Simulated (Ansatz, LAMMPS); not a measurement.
# Glassy 62P2O5-14Al2O3-24BaO (mol %) (160 atoms): support functions against a reference, part 2 of 3

Aim: test how closely localised support functions follow the reference on glassy 62P2O5-14Al2O3-24BaO (mol %) (160 atoms), and at what cost. A setting counts as converged where the r.m.s. difference of forces stays under 1 % of the r.m.s. force.

Ansatz 0.2.0; Kohn-Sham DFT, PBE, PAW (set soft_2), plane waves.

The cell: 36 P, 8 Al, 7 Ba and 109 O. The quench rate of 30 K/ps is orders of magnitude faster than experiment. The starting topology of bonds comes from the classical model. Only the Γ point is sampled, in a cell whose shortest periodic width is 13 Å. Spin–orbit coupling is left out.

So far. Step 4 (Support functions low): Forces differ from the reference by 1.3 meV/Å r.m.s., 0.085 % of their size, well within a tolerance of 1 %; the energy by -5.4 meV/atom. It took roughly 2.6 times the reference's time (one timing each, with unlike analyses asked), in 14 cycles against 11. Step 5 (Support functions medium): Forces differ from the reference by 1.0 meV/Å r.m.s., 0.068 % of their size, well within a tolerance of 1 %; the energy by -5.5 meV/atom.

## 6. Support functions medium, spacing 0.33 Å

Level of this step: Kohn-Sham DFT, PBE, PAW (set soft_2), localised support functions (medium) (Ansatz).

The grid spacing sets how fine a wave the support functions can hold. Besides, the program derives a nominal cutoff of 464 eV for this run, against the reference's 420.

File input.yaml:

```yaml
crystal:
  lattice:
    - [13.25568, 0.0, 0.0]
    - [0.0, 13.25568, 0.0]
    - [0.0, 0.0, 13.25568]
  atoms:
    [... the 160 atom lines of step 3 ...]
kpoints:
  mp_grid: { grid: [1, 1, 1] }
hamiltonian:
  xc: pbe
scf:
  occupations: { method: fixed }
  eigensolver: { kind: { support_functions: { accuracy: medium, spacing: 0.33 } } }
  max_iter: 150
output:
  forces: true
  eigenvalues: true
```

Command:

```
> ansatz run input.yaml --threads 8 --pin off --max-ram 15872MiB --backend cpu --events-out ev --progress --plain --runs-dir out
```

What it wrote:

```text
[...]
Crystal: 160 atoms, lattice volume = 2329.196 Å³
Basis set: ecut = 464 eV, 52923 PW (Γ), exchange–correlation on 192×192×192 points (8 copies of the dense FFT grid, shifted against one another)
Bands: 557, of which v1, the nominal top of the filled ones, is band 464 counted from 1 (463 counted from 0)
Symmetry: 1 space group operations
k-points: 1
[...]
SCF iter   1: F=—  HF=-135003.452075 eV  |F-HF|=—  |Δ(HF+E_count)|=         —  Δρ=1.12e-1  dr2=3.37e2  ethr=1.00e-1
[...]
SCF iter  16: F=-135083.799199 eV  HF=-135083.799199 eV  |F-HF|=7.63e-7  |Δ(HF+E_count)|=   8.58e-7  Δρ=3.78e-6  dr2=1.27e-6  ethr=5.36e-10
SCF 1 converged in 16 iterations: F = -135083.879888 eV  dr2 = 1.27e-6
[...]
SCF converged after 16 iterations
[...]
Free energy (F): -135083.879888 eV
[...]
Internal energy: -135083.879888 eV  (E = F + TS)
E sigma→0 (E₀):  -135083.879888 eV
Fermi energy:    4.687107 eV
[...]
--- Forces (eV/Å), atoms counted from 1 ---
  atom   1  P     -0.68000988    -1.13748141    -2.62168609
  atom   2  P     -3.47966823     2.58694761     0.87655323
  atom   3  P      3.25993007    -3.61736616    -1.26280509
  atom   4  P     -0.79068560     5.33249721     2.01706337
  atom   5  P      2.03390888    -1.21319984     0.33549575
  atom   6  P     -1.46010598    -0.33110603     1.42955531
  atom   7  P      2.08515158    -0.71448006     0.84577106
  atom   8  P      0.56420724     1.85468790    -0.77631216
  atom   9  P     -2.57356138     1.38959602     2.00650258
  atom  10  P      2.76357782     2.37178477     1.29647342
  atom  11  P     -3.48128796     1.57068810     1.07529433
  atom  12  P      4.82655440     0.52005505    -3.62775396
  atom  13  P      1.44486640     0.48145104     1.63356509
  atom  14  P      0.35863426    -0.91354355     2.23660442
[...]
atom 159  O      1.35824446     0.04422291     0.25722114
  atom 160  O      1.49324827     3.08282492     1.33563862
  max |Σ_I F_I| component: 9.19e-1 eV/Å
--- Band table (eV) ---
[...]
```

The job ended after 81 s (8 threads of Intel Xeon Platinum 8175M at 2.50GHz (Skylake/Cascade Lake), shared host; peak memory 3.5 GiB; 10 min of CPU time).

The program notes that the forces don't sum to zero within tolerance and the grid leaves an egg-box force.

Forces differ from the reference by 30 meV/Å r.m.s., 2.0 % of their size, over a tolerance of 1 %; the energy by -13 meV/atom. It took roughly 1.9 times the reference's time (one timing each, with unlike analyses asked), in 16 cycles against 11. The setting is coarser than the default on purpose.

## 7. Support functions medium, spacing 0.275 Å

The grid spacing sets how fine a wave the support functions can hold. Besides, the program derives a nominal cutoff of 464 eV for this run, against the reference's 420.

input.yaml, the sections that differ from step 6:

```yaml
scf:
  occupations: { method: fixed }
  eigensolver: { kind: { support_functions: { accuracy: medium, spacing: 0.275 } } }
  max_iter: 150
# crystal, kpoints, hamiltonian, output: as in step 6
```

What it wrote:

```text
[...]
Crystal: 160 atoms, lattice volume = 2329.196 Å³
Basis set: ecut = 464 eV, 52923 PW (Γ), exchange–correlation on 192×192×192 points (8 copies of the dense FFT grid, shifted against one another)
Bands: 557, of which v1, the nominal top of the filled ones, is band 464 counted from 1 (463 counted from 0)
Symmetry: 1 space group operations
k-points: 1
[...]
SCF iter   1: F=—  HF=-135004.697162 eV  |F-HF|=—  |Δ(HF+E_count)|=         —  Δρ=1.12e-1  dr2=3.37e2  ethr=1.00e-1
[...]
SCF iter  16: F=-135083.428851 eV  HF=-135083.428852 eV  |F-HF|=1.05e-6  |Δ(HF+E_count)|=   6.25e-7  Δρ=4.86e-6  dr2=1.60e-6  ethr=6.62e-10
SCF 1 converged in 16 iterations: F = -135083.508204 eV  dr2 = 1.60e-6
[...]
SCF converged after 16 iterations
[...]
Free energy (F): -135083.508204 eV
[...]
Internal energy: -135083.508204 eV  (E = F + TS)
E sigma→0 (E₀):  -135083.508204 eV
Fermi energy:    4.684668 eV
[...]
--- Forces (eV/Å), atoms counted from 1 ---
  atom   1  P     -0.68295534    -1.13411766    -2.60084529
  atom   2  P     -3.47835830     2.59244848     0.88970830
  atom   3  P      3.25986289    -3.62558724    -1.26230861
  atom   4  P     -0.79838458     5.33172129     2.02370631
  atom   5  P      2.03010924    -1.18438688     0.34298235
  atom   6  P     -1.47790326    -0.32608789     1.44015582
  atom   7  P      2.08366165    -0.72488513     0.82199576
  atom   8  P      0.57349802     1.84868882    -0.76063706
  atom   9  P     -2.57486420     1.38090149     1.99866169
  atom  10  P      2.77323205     2.36568866     1.29234242
  atom  11  P     -3.47316562     1.57380447     1.07793965
  atom  12  P      4.82134582     0.53932178    -3.62373915
  atom  13  P      1.43767637     0.46635927     1.63087014
  atom  14  P      0.34145847    -0.91947787     2.23160035
[...]
atom 159  O      1.39340815    -0.01286217     0.31300036
  atom 160  O      1.54044715     3.08759824     1.39890673
  max |Σ_I F_I| component: 4.71e-2 eV/Å
--- Band table (eV) ---
[...]
```

The job ended after 85 s (8 threads; peak memory 4 GiB).

Forces differ from the reference by 7.3 meV/Å r.m.s., 0.49 % of their size, within a tolerance of 1 %; the energy by -10 meV/atom. It took roughly 2.0 times the reference's time (one timing each, with unlike analyses asked), in 16 cycles against 11. The setting is coarser than the default on purpose.

## 8. Support functions medium, spacing 0.238 Å

The grid spacing sets how fine a wave the support functions can hold. Besides, the program derives a nominal cutoff of 464 eV for this run, against the reference's 420.

input.yaml, the sections that differ from step 7:

```yaml
scf:
  occupations: { method: fixed }
  eigensolver: { kind: { support_functions: { accuracy: medium, spacing: 0.238 } } }
  max_iter: 150
# crystal, kpoints, hamiltonian, output: as in step 7
```

What it wrote:

```text
[...]
Crystal: 160 atoms, lattice volume = 2329.196 Å³
Basis set: ecut = 464 eV, 52923 PW (Γ), exchange–correlation on 192×192×192 points (8 copies of the dense FFT grid, shifted against one another)
Bands: 557, of which v1, the nominal top of the filled ones, is band 464 counted from 1 (463 counted from 0)
Symmetry: 1 space group operations
k-points: 1
[...]
SCF iter   1: F=—  HF=-135005.306624 eV  |F-HF|=—  |Δ(HF+E_count)|=         —  Δρ=1.12e-1  dr2=3.36e2  ethr=1.00e-1
[...]
SCF iter  16: F=-135083.045800 eV  HF=-135083.045801 eV  |F-HF|=6.80e-7  |Δ(HF+E_count)|=   1.59e-6  Δρ=3.76e-6  dr2=1.15e-6  ethr=6.98e-10
SCF 1 converged in 16 iterations: F = -135083.118372 eV  dr2 = 1.15e-6
[...]
SCF converged after 16 iterations
[...]
Free energy (F): -135083.118372 eV
[...]
Internal energy: -135083.118372 eV  (E = F + TS)
E sigma→0 (E₀):  -135083.118372 eV
Fermi energy:    4.687031 eV
[...]
--- Forces (eV/Å), atoms counted from 1 ---
  atom   1  P     -0.68157426    -1.13605397    -2.60638412
  atom   2  P     -3.48035952     2.59031726     0.88019215
  atom   3  P      3.25724968    -3.62684022    -1.26070249
  atom   4  P     -0.79910366     5.33702330     2.02574674
  atom   5  P      2.02728697    -1.18004304     0.34124634
  atom   6  P     -1.47717801    -0.32494227     1.43160863
  atom   7  P      2.08490368    -0.72854703     0.82635758
  atom   8  P      0.57167115     1.84920457    -0.76607992
  atom   9  P     -2.57735997     1.38156929     1.99808088
  atom  10  P      2.77448642     2.36886286     1.28658809
  atom  11  P     -3.47676080     1.57361435     1.07722817
  atom  12  P      4.82127819     0.53125091    -3.62265737
  atom  13  P      1.43966939     0.46378388     1.62770582
  atom  14  P      0.34455404    -0.91922461     2.23521758
[...]
atom 159  O      1.38093688    -0.00698704     0.30220105
  atom 160  O      1.54056063     3.08559059     1.39117001
  max |Σ_I F_I| component: 1.09e-2 eV/Å
--- Band table (eV) ---
[...]
```

It took 86 s on 8 threads; peak memory 4.4 GiB.

Forces differ from the reference by 1.7 meV/Å r.m.s., 0.12 % of their size, well within a tolerance of 1 %; the energy by -7.8 meV/atom. It took roughly 2.0 times the reference's time (one timing each, with unlike analyses asked), in 16 cycles against 11. The setting is coarser than the default on purpose.

## 9. Support functions medium, spacing 0.211 Å

The grid spacing sets how fine a wave the support functions can hold. Besides, the program derives a nominal cutoff of 464 eV for this run, against the reference's 420.

input.yaml, the sections that differ from step 8:

```yaml
scf:
  occupations: { method: fixed }
  eigensolver: { kind: { support_functions: { accuracy: medium, spacing: 0.211 } } }
  max_iter: 150
# crystal, kpoints, hamiltonian, output: as in step 8
```

What it wrote:

```text
[...]
Crystal: 160 atoms, lattice volume = 2329.196 Å³
Basis set: ecut = 464 eV, 52923 PW (Γ), exchange–correlation on 192×192×192 points (8 copies of the dense FFT grid, shifted against one another)
Bands: 557, of which v1, the nominal top of the filled ones, is band 464 counted from 1 (463 counted from 0)
Symmetry: 1 space group operations
k-points: 1
[...]
SCF iter   1: F=—  HF=-135005.464298 eV  |F-HF|=—  |Δ(HF+E_count)|=         —  Δρ=1.12e-1  dr2=3.35e2  ethr=1.00e-1
[...]
SCF iter  15: F=—  HF=-135082.642218 eV  |F-HF|=—  |Δ(HF+E_count)|=   5.01e-3  Δρ=1.22e-5  dr2=5.87e-6  ethr=1.58e-9  κ⁻¹=3.3e-5(r=7)
SCF iter  16: F=-135082.642216 eV  HF=-135082.642217 eV  |F-HF|=8.58e-7  |Δ(HF+E_count)|=   1.22e-6  Δρ=3.61e-6  dr2=1.41e-6  ethr=6.32e-10
SCF 1 converged in 16 iterations: F = -135082.716237 eV  dr2 = 1.41e-6
[...]
SCF converged after 16 iterations
[...]
Free energy (F): -135082.716237 eV
[...]
Internal energy: -135082.716237 eV  (E = F + TS)
E sigma→0 (E₀):  -135082.716237 eV
Fermi energy:    4.687736 eV
[...]
Σ components = -135082.716237   (vs F -135082.716237, Δ=0.00e0)
--- Forces (eV/Å), atoms counted from 1 ---
  atom   1  P     -0.68052491    -1.13616098    -2.61145980
  atom   2  P     -3.47929768     2.59081960     0.88210414
  atom   3  P      3.25789275    -3.62859196    -1.25999606
  atom   4  P     -0.79897318     5.33339317     2.02716707
[...]
atom 160  O      1.54015162     3.08585210     1.38890902
  max |Σ_I F_I| component: 4.39e-3 eV/Å
--- Band table (eV) ---
[...]
```

Elapsed: 2.1 min, on 8 threads; peak memory 5.5 GiB.

Keys that differ from the reference: support_functions.accuracy = "medium", support_functions.spacing = 0.211 and scf.max_iter = 150.

Forces differ from the reference by 1.1 meV/Å r.m.s., 0.077 % of their size, well within a tolerance of 1 %; the energy by -5.3 meV/atom. It took roughly 2.9 times the reference's time (one timing each, with unlike analyses asked), in 16 cycles against 11.

## 10. What each setting buys

Each row is set against the plane-wave reference (Kohn-Sham DFT, PBE, PAW (set soft_2), plane waves; r.m.s. force component 1.48 eV/Å). Energies are set beside the reference only for runs with its functional, potentials and electron count. Times are for 8 threads of Intel Xeon Platinum 8175M at 2.50GHz (Skylake/Cascade Lake), shared host. The reference's time includes the DOS, ELF, the stress and grids, which some other runs skip.

| run | Δ force, r.m.s. (meV/Å) | share of r.m.s. force (%) | Δ energy (meV/atom) | Δ gap (eV) | cycles | time | host memory (GiB) |
| --- | --- | --- | --- | --- | --- | --- | --- |
| reference | - | - | - | - | 11 | 43 s | 3.9 |
| support functions low | 1.25 | 0.0845 | -5.44 | -0.0025 | 14 | 1.9 min | 5.5 |
| support functions medium | 1.01 | 0.0683 | -5.48 | -0.003 | 16 | 3.3 min | 8.0 |
| support functions medium, spacing 0.33 Å | 30.0 | 2.03 | -12.6 | -0.0022 | 16 | 81 s | 3.5 |
| support functions medium, spacing 0.275 Å | 7.31 | 0.494 | -10.3 | 2.0e-4 | 16 | 85 s | 4.0 |
| support functions medium, spacing 0.238 Å | 1.71 | 0.115 | -7.83 | -0.0024 | 16 | 86 s | 4.4 |
| support functions medium, spacing 0.211 Å | 1.13 | 0.0766 | -5.32 | -0.0034 | 16 | 2.1 min | 5.5 |

## 11. The reference in detail

With the settings judged, the reference run is read for its physics.

Neighbours are counted within 2.11 Å (O-P), 2.43 Å (O-Al), 3.43 Å (O-Ba).

Length of the force by element and coordination:

| element | coordination | atoms | mean length of the force (eV/Å) | spread | least | most |
| --- | --- | --- | --- | --- | --- | --- |
| Al | all | 8 | 1.99 | 0.516 | 1.18 | 2.74 |
| Al | 4 | 4 | 1.81 | 0.343 | 1.39 | 2.32 |
| Al | 5 | 4 | 2.17 | 0.590 | 1.18 | 2.74 |
| Ba | all | 7 | 1.47 | 1.16 | 0.534 | 3.69 |
| Ba | 6 | 1 | 0.662 | 0 | 0.662 | 0.662 |
| Ba | 7 | 3 | 1.40 | 1.02 | 0.534 | 2.84 |
| Ba | 8 | 3 | 1.81 | 1.33 | 0.848 | 3.69 |
| O | all | 109 | 1.84 | 0.920 | 0.123 | 4.15 |
| O | 1 | 6 | 1.36 | 0.616 | 0.522 | 2.17 |
| O | 2 | 83 | 1.93 | 0.943 | 0.123 | 4.15 |
| O | 3 | 19 | 1.64 | 0.824 | 0.547 | 3.34 |
| O | 4 | 1 | 1.11 | 0 | 1.11 | 1.11 |
| P | all | 36 | 3.54 | 1.50 | 0.609 | 6.35 |
| P | 4 | 34 | 3.58 | 1.53 | 0.609 | 6.35 |
| P | 5 | 2 | 2.87 | 0.584 | 2.29 | 3.46 |

Löwdin charges by element and coordination (they lack the spilled electrons, 0.098 e an atom on average):

| element | coordination | atoms | mean charge (e) | spread | least | most |
| --- | --- | --- | --- | --- | --- | --- |
| Al | all | 8 | 1.38 | 0.0419 | 1.32 | 1.45 |
| Al | 4 | 4 | 1.42 | 0.0201 | 1.39 | 1.45 |
| Al | 5 | 4 | 1.34 | 0.021 | 1.32 | 1.36 |
| Ba | all | 7 | 1.81 | 0.0143 | 1.80 | 1.84 |
| Ba | 6 | 1 | 1.81 | 0 | 1.81 | 1.81 |
| Ba | 7 | 3 | 1.81 | 0.0078 | 1.80 | 1.81 |
| Ba | 8 | 3 | 1.81 | 0.0198 | 1.80 | 1.84 |
| O | all | 109 | -0.810 | 0.0779 | -0.992 | -0.69 |
| O | 1 | 6 | -0.863 | 0.0566 | -0.959 | -0.803 |
| O | 2 | 83 | -0.787 | 0.0665 | -0.956 | -0.69 |
| O | 3 | 19 | -0.889 | 0.0625 | -0.992 | -0.773 |
| O | 4 | 1 | -0.950 | 0 | -0.950 | -0.950 |
| P | all | 36 | 2.23 | 0.0402 | 2.16 | 2.31 |
| P | 4 | 34 | 2.23 | 0.0396 | 2.16 | 2.31 |
| P | 5 | 2 | 2.22 | 0.049 | 2.17 | 2.27 |

Density of states as counts of states in windows of 1 eV (from the Fermi level), total and the larger projections:

| from (eV) | to (eV) | total | O p | P p | O s | Ba p |
| --- | --- | --- | --- | --- | --- | --- |
| -14 | -13 | 19.9 | 9.7 | 2.4 | 1.7 | 4.0 |
| -13 | -12 | 40.3 | 10.4 | 2.9 | 1.0 | 24.7 |
| -12 | -11 | 29.2 | 13.2 | 4.0 | 1.1 | 9.5 |
| -11 | -10 | 13.7 | 9.6 | 2.1 | 0.5 | 0.1 |
| -10 | -9 | 21.8 | 15.2 | 2.7 | 1.3 | 0.1 |
| -9 | -8 | 29.7 | 20.8 | 3.4 | 2.5 | 0.1 |
| -8 | -7 | 49.8 | 38.6 | 4.5 | 4.0 | 0.2 |
| -7 | -6 | 75.1 | 61.9 | 5.2 | 4.5 | 0.2 |
| -6 | -5 | 81.9 | 69.6 | 4.2 | 4.3 | 0.3 |
| -5 | -4 | 85.1 | 76.2 | 3.1 | 2.3 | 0.2 |
| -4 | -3 | 85.5 | 78.9 | 2.4 | 1.3 | 0.2 |
| -3 | -2 | 89.5 | 84.0 | 2.3 | 0.8 | 0.1 |
| -2 | -1 | 44.1 | 42.1 | 0.7 | 0.2 | 0.1 |
| -1 | 0 | 14.1 | 13.5 | 0.2 | 0.1 | 0.0 |
| 0 | 1 | 1.0 | 0.9 | 0.0 | 0.0 | 0.0 |
| 1 | 2 | 1.9 | 0.2 | 0.3 | 0.5 | 0.0 |
| 2 | 3 | 6.9 | 0.7 | 1.0 | 1.1 | 0.0 |
| 3 | 4 | 20.5 | 1.7 | 2.7 | 2.5 | 0.0 |
| 4 | 5 | 40.3 | 3.2 | 6.9 | 4.0 | 0.0 |

With fixed occupations the program's Fermi level is the highest filled level; weight inside the gap is the broadening of levels at its edges.

Between -26 and -14 eV lie 233 more states.

The levels nearest the highest filled one (over half full), pooled over k-points and spins:

| level less the highest filled one (eV) | occupation |
| --- | --- |
| -0.821 | 2 |
| -0.775 | 2 |
| -0.369 | 2 |
| -0.159 | 2 |
| -0.0697 | 2 |
| 0 | 2 |
| 1.86 | 0 |
| 2.54 | 0 |
| 2.76 | 0 |
| 2.95 | 0 |
| 3.06 | 0 |
| 3.17 | 0 |

ELF in the ac plane at fractional y = 0.208, with atoms of P and Al and Ba and O within 0.2 Å of it. It is the smooth field of the valence electrons, not physical close to the nuclei.

Ten even steps from '0' (0.00) to '9' (0.88), each cell a mean:
```
0001110000000000000000000002578631000
0136775322211100000111000000012100000
0379988720243200013565201231000134320
0279879710132100014665213553223688861
0027875447763100001111013333334689971
1221111388787510036765200014764456630
8997300589898400279889610025774211114
9778710146763100268669720012221000027
9888622221101355247886300000000000037
3465358887425888862234331000000000001
2343378569637876973488886104787630002
8874148886434678633785697128999983026
8874003322453111101589985049977994016
4431000014675100000134321017999982001
0000000024543001331002577731367520000
0034531001111001342028976896100000000
0145531026787410110049810497102320000
0001110148999840000028976894158885200
0002344215899730023201578731598898400
0048999720355200478851000002698787310
0049869950000003787884100000246763221
0027999851000014787885100000134301321
0002555310000002456542000003678743421
0000000000000000011100000015898752110
```
Columns run along a (13.3 Å), rows up along c (13.3 Å). Atoms in or near the plane, at fractional coordinates: P at (0.24, 0.86), Al at (0.02, 0.80), Ba at (0.65, 0.30), O at (0.59, 0.51), O at (0.53, 0.69), O at (0.05, 0.67), O at (0.40, 0.57), O at (0.14, 0.14), O at (0.20, 0.55).

Electrostatic potential energy in the ac plane at fractional y = 0.208, with atoms of P and Al and Ba and O within 0.2 Å of it. With pseudopotentials it is smooth inside the atoms' cores, unlike the true potential.

Ten even steps from '0' (-40 eV) to '9' (11 eV), each cell a mean:
```
9999999999999999999999999999999999999
9999999876789999999999999999999999999
8888435400168999998877899999999999998
5566212200048999987655789998888988876
7656778632479999987655789987535776765
5557999972159999998777899986203788875
6558999983259999996226999987656899987
4004899999999999983004999999888999999
6225788999999998864247999999999999999
9875566457777622420016899999888899999
9876661003445300231022479988666788999
9988886346446766777630038875311368899
9999999988778899999974478874100257899
9999999999999999999999888876322468899
9999999999999999999998765677767788999
9999998878899999999986311146888899999
9999998766778999999974100026889999999
9999998766424899999986311147898899999
9999999888767999999998765678962149999
9998546999999999998899988999972147899
9996102899999999941279999999997412479
9999657999999999952279999999997100168
9999999999999999998899999999998522579
9999999999999999999999999999997888899
```
Columns run along a (13.3 Å; values clipped at the 3rd and 97th percentile), rows up along c (13.3 Å). Atoms in or near the plane, at fractional coordinates: P at (0.24, 0.86), Al at (0.02, 0.80), Ba at (0.65, 0.30), O at (0.59, 0.51), O at (0.53, 0.69), O at (0.05, 0.67), O at (0.40, 0.57), O at (0.14, 0.14), O at (0.20, 0.55).

Mean Löwdin charges: Al +1.38, Ba +1.81, O -0.81, P +2.23 e (they miss 1.7 % of the electrons, so they add up to more than the cell's charge).

[end of part 2 of 3]

[Long decimals in the printed logs are rounded to 6 places.]

[Logs are printed without paths, hosts, clocks, repeated set-up lines and the standing remarks that a program may print on its own settings, such as how far it seeks lower states.]

[Hosts, paths, dates, database ids (printed as entryN), source tags and the programs' standing remarks are cut or masked in the printed files.]
